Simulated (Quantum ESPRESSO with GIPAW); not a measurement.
## 17O and 43Ca NMR of CaO (Lime), calculated

Aim: the magnetic shielding of every site in CaO (Lime).

Program: Quantum ESPRESSO with GIPAW 8.0dev (patched build). Level of theory: DFT, PBE, plane-wave PAW (pslibrary 1.0.0 recipes), scalar-relativistic, GIPAW; a patched development version of the program. Results are calculated unless marked as measured.

### Step 1. The structure

Symmetry: Fm-3m, No. 225, cubic system. The conventional cell has a = 4.813 Å, b = 4.813 Å, c = 4.813 Å, α = 90.00°, β = 90.00°, γ = 90.00°. Ca has 6 O at 2.41 Å nearest. Nearest to O lie 6 Ca at 2.41 Å. Farther neighbours and most contacts between anions are not listed.

The cell is an entry of the Crystallography Open Database.

### Step 2. Ground state

First the ground state. The response equations take the occupied wavefunctions as exact, so conv_thr is set much tighter than for an energy. No empty states are asked for: the response is solved without them. The mesh has a spacing of 0.38 Å⁻¹ at most. The PAW files were made with ld1.x from the pslibrary 1.0.0 recipes, with GIPAW reconstruction switched on.

scf.in reads:

```
&control
  calculation = 'scf'
  prefix = 'x'
  outdir = './tmp/'
  pseudo_dir = './'
/
&system
  ibrav = 0
  nat = 2
  ntyp = 2
  ecutwfc = 55
  ecutrho = 330
  nbnd = 8
/
&electrons
  conv_thr = 1.0d-10
  mixing_beta = 0.7
  electron_maxstep = 100
/
ATOMIC_SPECIES
  Ca 40.078 Ca.pbe-spn-kjpaw_psl.1.0.0-gipaw.UPF
  O 15.999 O.pbe-n-kjpaw_psl.1.0.0-gipaw.UPF
CELL_PARAMETERS angstrom
  0.00000000 2.40650000 2.40650000
  2.40650000 0.00000000 2.40650000
  2.40650000 2.40650000 0.00000000
ATOMIC_POSITIONS crystal
  Ca 0.00000000 0.00000000 0.00000000
  O 0.50000000 0.50000000 0.50000000
K_POINTS automatic
  6 6 6 1 1 1
```

Launch:

```
$ pw.x -in scf.in > scf.out
```

The program printed:

```text
using ibrav=0 with symmetry is DISCOURAGED, use correct ibrav instead

     bravais-lattice index     =            0
     lattice parameter (alat)  =       6.4313  a.u.
     unit-cell volume          =     188.0980 (a.u.)^3
     number of atoms/cell      =            2
     number of atomic types    =            2
     number of electrons       =        16.00
     number of Kohn-Sham states=            8
     kinetic-energy cutoff     =      55.0000  Ry
     charge density cutoff     =     330.0000  Ry
     scf convergence threshold =      1.0E-10
     mixing beta               =       0.7000
     number of iterations used =            8  plain     mixing
     Exchange-correlation= SLA-PW-PBX-PBC
                           (   1   4   3   4   0   0   0)
[...]
Ca               10.00    40.07800     Ca( 1.00)
     O                 6.00    15.99900     O ( 1.00)

     48 Sym. Ops., with inversion, found
[...]
number of k points=    28
[...]
Dense  grid:    19027 G-vectors     FFT dimensions: (  40,  40,  40)

     Smooth grid:    10417 G-vectors     FFT dimensions: (  32,  32,  32)

     Check: negative core charge=   -0.000004

     Initial potential from superposition of free atoms

     starting charge      15.9951, renormalised to      16.0000
     Starting wfcs are   12 randomized atomic wfcs

     Self-consistent Calculation

     iteration #  1     ecut=    55.00 Ry     beta= 0.70
     Davidson diagonalization with overlap
     ethr =  1.00E-02,  avg # of iterations =  1.0

     total energy              =    -174.90548679 Ry
     estimated scf accuracy    <       0.78295960 Ry

     iteration #  2     ecut=    55.00 Ry     beta= 0.70
     Davidson diagonalization with overlap
     ethr =  4.89E-03,  avg # of iterations =  8.6

     total energy              =    -175.15377968 Ry
     estimated scf accuracy    <       2.16103333 Ry

     iteration #  3     ecut=    55.00 Ry     beta= 0.70
     Davidson diagonalization with overlap
     ethr =  4.89E-03,  avg # of iterations =  4.4

     total energy              =    -175.21975960 Ry
     estimated scf accuracy    <       0.22702121 Ry

[...]
total energy              =    -175.47456440 Ry
[...]
iteration # 58     ecut=    55.00 Ry     beta= 0.70
     Davidson diagonalization with overlap
     ethr =  2.90E-12,  avg # of iterations =  1.4

     total energy              =    -175.47456440 Ry
     estimated scf accuracy    <          2.6E-10 Ry

     iteration # 59     ecut=    55.00 Ry     beta= 0.70
     Davidson diagonalization with overlap
     ethr =  1.62E-12,  avg # of iterations =  3.3

     End of self-consistent calculation
     [one-electron energies left out]

!    total energy              =    -175.47456440 Ry
     total all-electron energy =     -1511.592468 Ry
     estimated scf accuracy    <          4.8E-11 Ry

     The total energy is the sum of the following terms:
     one-electron contribution =     -24.08805334 Ry
     hartree contribution      =      20.91237619 Ry
     xc contribution           =     -19.79190150 Ry
     ewald contribution        =     -82.93439277 Ry
     one-center paw contrib.   =     -69.57259297 Ry

     convergence has been achieved in  59 iterations
[...]
JOB DONE.
```

Run time: 91 s. Hardware: 1 thread of Intel Xeon at 2.80GHz (Skylake/Cascade Lake), shared host.

It converged in 59 cycles to an estimated accuracy of 5e-11 Ry, on 28 irreducible k-points.

### Step 3. Shieldings

The job finds the current that a weak uniform field induces (applied as a long wave, q_gipaw) and the field that this current makes at each nucleus. On atoms with p or d valence electrons much of the paramagnetic part arises close to the nucleus, where the PAW partial waves rebuild the true states. pawproj makes the reconstruction use the PAW data sets' own projectors.

nmr.in reads:

```
&inputgipaw
  job = 'nmr'
  prefix = 'x'
  tmp_dir = './tmp/'
  restart_mode = 'from_scratch'
  verbosity = 'low'
  q_gipaw = 0.01
  spline_ps = .true.
  conv_threshold = 1.0d-14
  use_nmr_macroscopic_shape = .true.
  pawproj(1) = .true.
  pawproj(2) = .true.
/
```

Launch:

```
$ gipaw.x -in nmr.in > nmr.out
```

The program printed:

```text
[banner, memory and clock lines left out]
[a note of our patched build left out]

     Parallelizing q-star over 1 images

     IMPORTANT: XC functional enforced from input :
     Exchange-correlation= PBE
                           (   1   4   3   4   0   0   0)
     Any further DFT definition will be discarded
     Please, verify this is what you really want

     Check: negative core charge=   -0.000004
[...]
projs nearly linearly dependent: l=0  n1,n2= 1, 2  s=  0.99170024
[...]
alpha_pv=     75.1230 eV

     spline_ps is .false., expect some extrapolation errors

     q-space interpolation up to    66.00 Rydberg

     GIPAW job: nmr
     NMR macroscopic correction: yes
             0.6667          0.0000          0.0000
             0.0000          0.6667          0.0000
             0.0000          0.0000          0.6667
[...]
Computing the magnetic susceptibility     isolve=0    ethr=  0.1000E-13
     Starting from scratch
     k-point #    1 of    28      pool #  1    cpu time:       2.6
[...]
End of magnetic susceptibility calculation

     f-sum rule (1st term):
           -16.0042         -0.0000         -0.0000
            -0.0000        -16.0042         -0.0000
            -0.0000          0.0000        -16.0042

     f-sum rule (2nd term):
            -0.4475         -0.0000          0.0000
             0.0000         -0.4475         -0.0000
             0.0000          0.0000         -0.4475

     f-sum rule (should be   -16.4522):
           -16.4517         -0.0000         -0.0000
            -0.0000        -16.4517         -0.0000
            -0.0000          0.0000        -16.4517

[... susceptibilities left out ...]
     Contributions to the NMR chemical shifts: -------------------------------

     Macroscopic shape contribution in ppm:                    6.04
             6.0396         -0.0000         -0.0000
            -0.0000          6.0396         -0.0000
            -0.0000         -0.0000          6.0396

     Core contribution in ppm:

     Atom  1  Ca  pos: (  0.000000  0.000000  0.000000)  core sigma:        1265.05
     Atom  2  O   pos: (  0.707107  0.707107  0.707107)  core sigma:         271.07

     Bare contribution in ppm:

     Atom  1  Ca  pos: (  0.000000  0.000000  0.000000)  bare sigma:          73.14
[...]
Atom  2  O   pos: (  0.707107  0.707107  0.707107)  bare sigma:         -49.36
[...]
Diamagnetic contribution in ppm:

     Atom  1  Ca  pos: (  0.000000  0.000000  0.000000)  dia sigma:          -4.12
[...]
Atom  2  O   pos: (  0.707107  0.707107  0.707107)  dia sigma:          17.16
[...]
Paramagnetic contribution in ppm:

     Atom  1  Ca  pos: (  0.000000  0.000000  0.000000)  para sigma:        -625.91
[...]
Atom  2  O   pos: (  0.707107  0.707107  0.707107)  para sigma:        -163.70
[...]
Paramagnetic US occ-occ contribution in ppm:

     Atom  1  Ca  pos: (  0.000000  0.000000  0.000000)  para_oo sigma:          -2.26
[...]
Atom  2  O   pos: (  0.707107  0.707107  0.707107)  para_oo sigma:           2.12
[...]
Paramagnetic US L_R Q_R contribution in ppm:

     Atom  1  Ca  pos: (  0.000000  0.000000  0.000000)  para_lq sigma:         261.24
[...]
Atom  2  O   pos: (  0.707107  0.707107  0.707107)  para_lq sigma:        -228.02
[...]
Total NMR chemical shifts in ppm: ---------------------------------------
     (adopting the Simpson convention for anisotropy and asymmetry)-----------

     Atom  1  Ca  pos: (  0.000000  0.000000  0.000000)  Total sigma:         973.18
           973.1841          0.0000          0.0000
             0.0000        973.1841         -0.0000
             0.0000          0.0000        973.1841

     Ca      1    anisotropy:      0.00    eta:    0.0000
[...]
Atom  2  O   pos: (  0.707107  0.707107  0.707107)  Total sigma:        -144.68
          -144.6811          0.0000          0.0000
             0.0000       -144.6811          0.0000
             0.0000          0.0000       -144.6811

     O       2    anisotropy:      0.00    eta:    0.0000
[...]
```

Run time: 3.9 min. Hardware: 1 thread.

The f-sum rule is met to 5.0e-4 of 16.5 (0.003 %). Converged shieldings require that this miss be small, but a small miss does not prove them.

From the symmetric part of each tensor, with principal values σ11 ≤ σ22 ≤ σ33: σ_iso is their mean, the span is σ33 − σ11 and the skew 3(σ_iso − σ22)/span. (gipaw.x prints an anisotropy in another convention.)

```tsv
site	atom no.	atoms in cell	σ_iso (ppm)	span (ppm)	skew
Ca	1	1	967	0	-
O	2	1	-150.7	0.0	-
```

The printed totals hold a macroscopic shape term of 6.0 ppm, which is taken off the shieldings here and below (some reference lines add a sphere's term back, as they say). It is the term of a spherical sample, from the valence susceptibility, a rough estimate, since the susceptibility converges slowly and lacks part of the PAW terms. Differences within the crystal don't depend on it, but shieldings of different compounds can't be compared to better than a few ppm without it.

Ca and O sit on cubic site symmetry, where the tensor must be isotropic.

How the isotropic values are made up (ppm). The core part is that of the free atom's core; bare is the current of the smooth valence states; the last two are what the PAW spheres add to the diamagnetic and the paramagnetic current:

```tsv
site	core	bare	reconstruction, dia	reconstruction, para
Ca	1265.0	73.1	-4.1	-366.9
O	271.1	-49.4	17.2	-389.6
```

### Step 4. From shieldings to shifts

Covalently bonded atoms count as neighbours within 1.18 times the sum of their radii. Otherwise a cation's neighbours lie within 1.2 times its shortest bond (1.3 for large cations, each anion's radius taken off where they differ), and an anion's are the cations that count it.

```tsv
site	atom no.	atoms in cell	surroundings	bonds (Å)	σ_iso (ppm)
Ca	1	1	CaO6	2.406	967
O	2	1	bound to Ca6	2.406	-150.7
```

### Step 5. What came out

```yaml
17o_shielding_without_shape_term: -150.7 ppm
43ca_shielding_without_shape_term: 967 ppm
```

In words: 17O has one site (bound to Ca6), with isotropic shielding -150.7 ppm (shape term left out). A shift needs a reference, δ = σ_ref − σ, fixed on measured compounds; for 17O of this kind at this level too few were at hand, or they scattered too widely about a line, so none is given. No sound run at another cutoff or mesh is at hand, so convergence rests on the f-sum rule and on experience with these files. Semilocal functionals place the empty 3d states of Ca too low, which is known to deshield neighbouring O too much. This build of gipaw.x prints that it is not audited and that its numbers are no references by themselves. It also reports spline_ps as false although the input sets it; why was not traced.

[Banner, clock, file and message-heading lines were taken out of the pw.x and gipaw.x logs.]

[Logs are printed without paths, hosts, clocks, repeated set-up lines and the standing remarks that a program may print on its own settings, such as how far it seeks lower states.]

[Hosts, paths, dates, database ids (printed as entryN), source tags and the programs' standing remarks are cut or masked in the printed files.]

[Where no reference line passes its bar on scatter, no shift is given, so a measured shift of this compound may stand uncompared.]
